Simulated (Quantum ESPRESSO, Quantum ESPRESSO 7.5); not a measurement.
# Cr(110), 5 layers: parallel layout and speed

Which layout of ranks, pools and threads suits Cr(110), 5 layers? The physics should not care; the clock does.

Main program and level: Quantum ESPRESSO 7.5; plane-wave DFT, PBE, SG15 norm-conserving pseudopotentials.

### Step 1. Set-up

The cell holds 5 atoms: 5 Cr. Cell: a = 2.494 Å, b = 2.494 Å, c = 24.146 Å, α = 90.0°, β = 90.0°, γ = 70.5°. It derives from Cr. Vacuum lies along c.

This run has no spin polarisation, although Cr can carry a moment. A spin-polarised state was not tried and may lie lower.

### Step 2. Self-consistent run: 4 ranks, 4 pools, 1 thread a rank

The first run is the reference of the series.

c0.in

```
&control
  prefix = 'c0'
  outdir = './out'
  pseudo_dir = './pseudo'
  calculation = 'scf'
  tprnfor = .true.
/
&system
  ibrav = 0
  nat = 5
  ntyp = 1
  ecutwfc = 60
  ecutrho = 240
  occupations = 'smearing'
  smearing = 'mv'
  degauss = 0.02
  assume_isolated = 'esm'
  esm_bc = 'bc1'
/
&electrons
  conv_thr = 1e-07
  mixing_beta = 0.4
  electron_maxstep = 120
  mixing_mode = 'local-TF'
/
ATOMIC_SPECIES
  Cr  51.9961  Cr_ONCV_PBE-1.2.upf
CELL_PARAMETERS angstrom
  2.03646752981726 -1.44000000000000 0.00000000000000
  2.03646752981726 1.44000000000000 0.00000000000000
  0.00000000000000 0.00000000000000 24.14587011926903
ATOMIC_POSITIONS crystal
  Cr  0.000000000000 0.000000000000 -0.168680401225
  Cr  0.500000000000 0.500000000000 -0.084340200612
  Cr  0.000000000000 0.000000000000 0.000000000000
  Cr  0.500000000000 0.500000000000 0.084340200612
  Cr  0.000000000000 0.000000000000 0.168680401225
K_POINTS automatic
  12 12 1 0 0 0
```

Started as:

```console
$ OMP_NUM_THREADS=1 mpirun -n 4 pw.x -nk 4 -in c0.in > c0.out
```

The log of the run:

```text
Program PWSCF v.7.5 starts
[citation notice left out]

     Parallel version (MPI & OpenMP), running on       4 processor cores
     Number of MPI processes:                 4
     Threads/MPI process:                     1

     MPI processes distributed on     1 nodes
[...]
Current dimensions of program PWSCF are:
     Max number of different atomic species (ntypx) = 10
     Max number of k-points (npk) =  40000
     Max angular momentum in pseudopotentials (lmaxx) =  4
     Message from routine setup:
     using ibrav=0 with symmetry is DISCOURAGED, use correct ibrav instead

     K-points division:     npool     =       4
     Subspace diagonalization in iterative solution of the eigenvalue problem:
     a serial algorithm will be used

     G-vector sticks info
     --------------------
     sticks:   dense  smooth     PW     G-vecs:    dense   smooth      PW
     Sum         399     399    129                60123    60123   11107

     Using Slab Decomposition

     bravais-lattice index     =            0
     lattice parameter (alat)  =       4.7133  a.u.
     unit-cell volume          =     955.6733 (a.u.)^3
     number of atoms/cell      =            5
     number of atomic types    =            1
     number of electrons       =        70.00
     number of Kohn-Sham states=           42
     kinetic-energy cutoff     =      60.0000  Ry
     charge density cutoff     =     240.0000  Ry
     scf convergence threshold =      1.0E-07
     mixing beta               =       0.4000
     number of iterations used =            8  local-TF  mixing
     Exchange-correlation= PBE
                           (   1   4   3   4   0   0   0)

     Effective Screening Medium Method
     =================================
     Boundary Conditions: Vacuum-Slab-Vacuum
     total charge in unit cell        =   0.0000
     grid points for fit at edges     =        4

     celldm(1)=   4.713266  celldm(2)=   0.000000  celldm(3)=   0.000000
     celldm(4)=   0.000000  celldm(5)=   0.000000  celldm(6)=   0.000000

     crystal axes: (cart. coord. in units of alat)
               a(1) = (   0.816497  -0.577350   0.000000 )
               a(2) = (   0.816497   0.577350   0.000000 )
               a(3) = (   0.000000   0.000000   9.680989 )

     reciprocal axes: (cart. coord. in units 2 pi/alat)
               b(1) = (  0.612372 -0.866025  0.000000 )
               b(2) = (  0.612372  0.866025 -0.000000 )
               b(3) = ( -0.000000  0.000000  0.103295 )

     PseudoPot. # 1 for Cr read from file:
     ./pseudo/Cr_ONCV_PBE-1.2.upf
     Pseudo is Norm-conserving, Zval = 14.0
     Generated using ONCVPSP code by D. R. Hamann
     Using radial grid of  602 points,  6 beta functions with:
                l(1) =   0
                l(2) =   0
                l(3) =   1
                l(4) =   1
                l(5) =   2
                l(6) =   2

     atomic species   valence    mass     pseudopotential
     Cr               14.00    51.99610     Cr( 1.00)

      8 Sym. Ops., with inversion, found

   Cartesian axes

     site n.     atom                  positions (alat units)
         1        Cr     tau(   1) = (   0.0000000   0.0000000  -1.6329932  )
         2        Cr     tau(   2) = (   0.8164966   0.0000000  -0.8164966  )
         3        Cr     tau(   3) = (   0.0000000   0.0000000   0.0000000  )
         4        Cr     tau(   4) = (   0.8164966   0.0000000   0.8164966  )
         5        Cr     tau(   5) = (   0.0000000   0.0000000   1.6329932  )

     number of k points=    43  Marzari-Vanderbilt smearing, width (Ry)=  0.0200
                       cart. coord. in units 2pi/alat
        k(    1) = (   0.0000000   0.0000000   0.0000000), wk =   0.0138889
        k(    2) = (   0.0510310   0.0721688   0.0000000), wk =   0.0555556
        k(    3) = (   0.1020621   0.1443376   0.0000000), wk =   0.0555556
        k(    4) = (   0.1530931   0.2165064   0.0000000), wk =   0.0555556
        k(    5) = (   0.2041241   0.2886751   0.0000000), wk =   0.0555556
        k(    6) = (   0.2551552   0.3608439   0.0000000), wk =   0.0555556
        k(    7) = (  -0.3061862  -0.4330127   0.0000000), wk =   0.0277778
        k(    8) = (   0.1020621   0.0000000   0.0000000), wk =   0.0277778
        k(    9) = (   0.1530931   0.0721688   0.0000000), wk =   0.0555556
        k(   10) = (   0.2041241   0.1443376   0.0000000), wk =   0.0555556
[...]
k(   43) = (  -0.6123724   0.0000000   0.0000000), wk =   0.0138889

     Dense  grid:    60123 G-vectors     FFT dimensions: (  24,  24, 225)

     Estimated max dynamical RAM per process >     128.88 MB

     Estimated total dynamical RAM >     471.48 MB

     Initial potential from superposition of free atoms

     starting charge      69.6623, renormalised to      70.0000

     negative rho (up, down):  2.653E-04 0.000E+00
     Starting wfcs are random

     total cpu time spent up to now is        2.2 secs

     per-process dynamical memory:    98.4 Mb

     Self-consistent Calculation

     iteration #  1     ecut=    60.00 Ry     beta= 0.40
     Davidson diagonalization with overlap
     ethr =  1.00E-02,  avg # of iterations = 38.4

     negative rho (up, down):  9.734E-07 0.000E+00

     total cpu time spent up to now is       65.9 secs

     total energy              =    -836.02800326 Ry
     estimated scf accuracy    <       1.43126596 Ry

     iteration #  2     ecut=    60.00 Ry     beta= 0.40
[...]
c_bands:  2 eigenvalues not converged
[...]
total energy              =    -837.03808087 Ry
     estimated scf accuracy    <       0.38049037 Ry

     iteration #  3     ecut=    60.00 Ry     beta= 0.40
[...]
c_bands:  1 eigenvalues not converged
     c_bands:  2 eigenvalues not converged
     c_bands:  4 eigenvalues not converged
[...]
total energy              =    -837.46055471 Ry
     estimated scf accuracy    <       0.17603196 Ry

     iteration #  4     ecut=    60.00 Ry     beta= 0.40
[...]
c_bands:  2 eigenvalues not converged
     c_bands:  2 eigenvalues not converged
     c_bands:  4 eigenvalues not converged
     c_bands:  2 eigenvalues not converged
[...]
total energy              =    -837.53362236 Ry
     estimated scf accuracy    <       0.11116475 Ry

     iteration #  5     ecut=    60.00 Ry     beta= 0.40
[...]
total energy              =    -837.62406517 Ry
     estimated scf accuracy    <       0.04687666 Ry

     iteration # 12     ecut=    60.00 Ry     beta= 0.40
[...]
negative rho (up, down):  6.819E-03 0.000E+00

[...]
total energy              =    -837.61257464 Ry
     estimated scf accuracy    <       0.03058978 Ry

     iteration # 13     ecut=    60.00 Ry     beta= 0.40
[...]
negative rho (up, down):  3.192E-03 0.000E+00

[...]
total energy              =    -837.60615494 Ry
     estimated scf accuracy    <       0.01892529 Ry

     iteration # 14     ecut=    60.00 Ry     beta= 0.40
[...]
negative rho (up, down):  1.436E-03 0.000E+00

[...]
total energy              =    -837.60968101 Ry
     estimated scf accuracy    <       0.03713928 Ry

[...]
iteration # 25     ecut=    60.00 Ry     beta= 0.40
[...]
c_bands:  4 eigenvalues not converged
     c_bands:  3 eigenvalues not converged
     c_bands:  1 eigenvalues not converged
     c_bands:  2 eigenvalues not converged
     c_bands:  1 eigenvalues not converged
     c_bands:  5 eigenvalues not converged
     c_bands:  2 eigenvalues not converged
     c_bands:  3 eigenvalues not converged
     c_bands:  1 eigenvalues not converged
[...]
negative rho (up, down):  1.198E-08 0.000E+00

[...]
total energy              =    -837.60747167 Ry
     estimated scf accuracy    <       0.00000962 Ry

     iteration # 26     ecut=    60.00 Ry     beta= 0.40
[...]
c_bands:  3 eigenvalues not converged
     c_bands:  2 eigenvalues not converged
     c_bands:  2 eigenvalues not converged
[...]
total energy              =    -837.60746825 Ry
     estimated scf accuracy    <       0.00000699 Ry

     iteration # 27     ecut=    60.00 Ry     beta= 0.40
[...]
c_bands:  1 eigenvalues not converged
     c_bands:  2 eigenvalues not converged
[...]
total energy              =    -837.60746383 Ry
     estimated scf accuracy    <       0.00000567 Ry

     iteration # 28     ecut=    60.00 Ry     beta= 0.40
[...]
c_bands:  2 eigenvalues not converged
     c_bands:  2 eigenvalues not converged
     c_bands:  2 eigenvalues not converged
[...]
total energy              =    -837.60746698 Ry
     estimated scf accuracy    <       0.00000119 Ry

     iteration # 29     ecut=    60.00 Ry     beta= 0.40
[...]
c_bands:  3 eigenvalues not converged
     c_bands:  1 eigenvalues not converged
     c_bands:  2 eigenvalues not converged
     c_bands:  2 eigenvalues not converged
[...]
total energy              =    -837.60746675 Ry
     estimated scf accuracy    <       0.00000011 Ry

     iteration # 30     ecut=    60.00 Ry     beta= 0.40
[...]
total energy              =    -837.60746035 Ry
     estimated scf accuracy    <       0.00000012 Ry

     iteration # 31     ecut=    60.00 Ry     beta= 0.40
[...]
total energy              =    -837.60745578 Ry
     estimated scf accuracy    <       0.00000020 Ry

     iteration # 32     ecut=    60.00 Ry     beta= 0.40
[...]
c_bands:  1 eigenvalues not converged
[...]
End of self-consistent calculation

          k = 0.0000 0.0000 0.0000 (  7535 PWs)   bands (ev):

   -76.8765 -76.8371 -76.7364 -76.5953 -76.5943 -48.4394 -48.2774 -48.0426
   -47.9308 -47.8727 -47.8546 -47.7315 -47.7193 -47.7192 -47.7172 -47.6742
   -47.5347 -47.5332 -47.4262 -47.4262 -12.3741 -11.4099 -10.1445  -9.2646
    -9.1460  -7.1563  -6.8270  -6.3570  -6.0308  -5.9956  -5.8537  -5.8186
    -5.7713  -5.7673  -5.5349  -4.8886  -4.8625  -4.1789  -4.0636  -3.9818
    -3.9591  -3.9061

          k = 0.0510 0.0722 0.0000 (  7496 PWs)   bands (ev):

   -76.8682 -76.8305 -76.7319 -76.5899 -76.5890 -48.4241 -48.2732 -48.0613
   -47.9459 -47.8766 -47.8703 -47.7453 -47.7404 -47.7318 -47.7280 -47.6920
   -47.5549 -47.5525 -47.4458 -47.4458 -12.1577 -11.2058  -9.9496  -9.0693
    -8.9678  -7.1310  -6.8126  -6.3473  -6.1664  -6.0181  -5.9733  -5.9178
    -5.8550  -5.6598  -5.4104  -5.1630  -4.7344  -4.7099  -4.1622  -4.0794
    -3.9374  -3.8609

          k = 0.1021 0.1443 0.0000 (  7497 PWs)   bands (ev):

   -76.8450 -76.8122 -76.7200 -76.5750 -76.5744 -48.3818 -48.2681 -48.1217
   -48.0068 -47.9395 -47.8757 -47.8001 -47.7758 -47.7656 -47.7637 -47.7004
   -47.6354 -47.6206 -47.4724 -47.4720 -11.5420 -10.6421  -9.4388  -8.5561
    -8.4867  -7.1031  -6.8392  -6.4645  -6.3734  -6.3255  -6.1492  -6.0188
    -5.9715  -5.6876  -5.5488  -5.1782  -4.9810  -4.3316  -4.2162  -4.1508
    -4.0173  -3.9617

          k = 0.1531 0.2165 0.0000 (  7490 PWs)   bands (ev):

   -76.8121 -76.7872 -76.7048 -76.5546 -76.5543 -48.3308 -48.2882 -48.2160
   -48.1289 -48.0144 -47.9009 -47.8678 -47.8539 -47.7878 -47.7782 -47.7517
   -47.7066 -47.6955 -47.4851 -47.4838 -10.6364  -9.8897  -8.8962  -8.0583
    -7.9019  -7.1147  -6.9687  -6.7037  -6.5491  -6.3858  -6.3311  -6.1904
    -6.1129  -5.9016  -5.8807  -4.5337  -4.4835  -4.1665  -4.0837  -4.0589
    -3.9083  -3.8395

          k = 0.2041 0.2887 0.0000 (  7494 PWs)   bands (ev):

   -76.7768 -76.7619 -76.6918 -76.5342 -76.5341 -48.3802 -48.3547 -48.2726
   -48.2227 -48.0658 -47.9605 -47.9401 -47.9238 -47.8355 -47.8052 -47.7880
   -47.7403 -47.6985 -47.4908 -47.4903  -9.6662  -9.2816  -8.7000  -8.0457
    -7.6695  -7.0670  -7.0140  -6.8614  -6.7162  -6.5639  -6.4857  -6.1195
    -6.0863  -5.4446  -5.3296  -4.1488  -3.9519  -3.9206  -3.8657  -3.8308
    -3.7480  -3.5450

          k = 0.2552 0.3608 0.0000 (  7507 PWs)   bands (ev):

   -76.7483 -76.7434 -76.6850 -76.5192 -76.5192 -48.4704 -48.4228 -48.3867
   -48.1958 -48.1246 -48.0039 -47.9560 -47.9367 -47.8844 -47.8723 -47.7811
   -47.7321 -47.7056 -47.4943 -47.4933  -9.0542  -9.0524  -8.6482  -8.1770
    -7.7545  -7.1752  -7.0925  -6.9471  -6.9021  -6.8434  -6.3369  -5.8869
    -5.5365  -4.7345  -4.2534  -4.0464  -3.8901  -3.8516  -3.7450  -3.6744
    -3.4850  -3.3942

[...]
the Fermi energy is    -4.8884 ev

!    total energy              =    -837.60745456 Ry
     estimated scf accuracy    <       0.00000005 Ry
     smearing contrib. (-TS)   =       0.00061728 Ry
     internal energy E=F+TS    =    -837.60807184 Ry

     The total energy is F=E-TS. E is the sum of the following terms:
     one-electron contribution =   18356.41472995 Ry
     hartree contribution      =   -9205.17427200 Ry
     xc contribution           =     -94.95590063 Ry
     ewald contribution        =   -9893.89262916 Ry

     convergence has been achieved in  32 iterations

     Forces acting on atoms (cartesian axes, Ry/au):

     atom    1 type  1   force =     0.00000000    0.00000000    0.02830842
     atom    2 type  1   force =     0.00000000    0.00000000   -0.01860906
     atom    3 type  1   force =     0.00000000    0.00000000    0.00000000
     atom    4 type  1   force =     0.00000000    0.00000000    0.01860906
     atom    5 type  1   force =     0.00000000    0.00000000   -0.02830842

     Total force =     0.047910     Total SCF correction =     0.000353

[...]
=------------------------------------------------------------------------------=
   JOB DONE.
=------------------------------------------------------------------------------=
[...]
```

Wall time 7.4 min (4 MPI ranks of Arm Neoverse V1, shared host); peak memory 0.6 GiB; 29 min of CPU time.

Read from the output:

```
free energy                                                    : -11396.2300 eV
Fermi energy                                                   : -4.888 eV
vacuum line at the lower end of the cell, over the Fermi level : 4.888 eV
vacuum line at the upper end of the cell, over the Fermi level : 4.888 eV
```

Electrostatic potential energy of an electron; zero at the Fermi level. The potential energy, planar mean by z:

z (Å), potential energy, planar mean (eV) and a bar from the least value:
```
    -12.0        4.9 ##############################
    -11.5        4.9 ##############################
    -11.0        4.9 ##############################
    -10.5        4.9 ##############################
    -10.0        4.9 ##############################
     -9.5        4.9 ##############################
     -9.0        4.9 ##############################
     -8.5        4.9 ##############################
     -8.0        4.9 ##############################
     -7.5        4.9 ##############################
     -7.0        4.8 ##############################
     -6.5        4.7 ##############################
     -6.0        4.3 #############################
     -5.5        3.1 ###########################
     -5.0       -0.8 #####################
     -4.5       -8.9 ########
     -4.0      -13.3 #
     -3.5       -6.5 ############
     -3.0       -2.0 ###################
     -2.5       -8.6 #########
     -2.0      -13.8 
     -1.5       -7.3 ###########
     -1.0       -2.1 ###################
     -0.5       -7.9 ##########
      0.0      -13.9 
      0.5       -7.9 ##########
      1.0       -2.1 ###################
      1.5       -7.3 ###########
      2.0      -13.8 
      2.5       -8.6 #########
      3.0       -2.0 ###################
      3.5       -6.5 ############
      4.0      -13.3 #
      4.5       -8.9 ########
      5.0       -0.8 #####################
      5.5        3.1 ###########################
      6.0        4.3 #############################
      6.5        4.7 ##############################
      7.0        4.8 ##############################
      7.5        4.9 ##############################
      8.0        4.9 ##############################
      8.5        4.9 ##############################
      9.0        4.9 ##############################
      9.5        4.9 ##############################
     10.0        4.9 ##############################
     10.5        4.9 ##############################
     11.0        4.9 ##############################
     11.5        4.9 ##############################
     12.0        4.9 ##############################
```

The program's own clock; routines nest. Time by routine:

```csv
routine,wall time (s),calls
PWSCF,441.1,1
electrons,438.2,1
c_bands,404.1,32
cegterg,342.5,397
h_psi,244,5345
fftw,197.6,167176
vloc_psi,196,5345
add_vuspsi,23.83,5345
calbec,23.72,5389
h_psi:calbec,23.26,5345
sum_band,21.1,32
mix_rho,11.26,32
cdiaghg,9.7,5323
ffts,6.63,3351
```

The vacuum levels are read from the outermost 0.7 Å of the cell on either side.

The run needed 32 iterations to bring the estimated error under 1e-07 Ry; the largest force on any atom, held or free, is 0.73 eV/Å.

Inside the slab this potential holds the local part of the pseudopotentials, which can be repulsive at the nuclei; only its value in the vacuum has a meaning of its own.

[end of part 1 of 3]

[Logs are printed without paths, hosts, clocks, repeated set-up lines and the standing remarks that a program may print on its own settings, such as how far it seeks lower states.]

[Hosts, paths, dates, database ids (printed as entryN), source tags and the programs' standing remarks are cut or masked in the printed files.]

[Maps of the electrostatic potential energy from Ansatz leave out the sawtooth potential of an applied field or a dipole correction, so their vacuum need not be flat; planar profiles and work functions include it.]
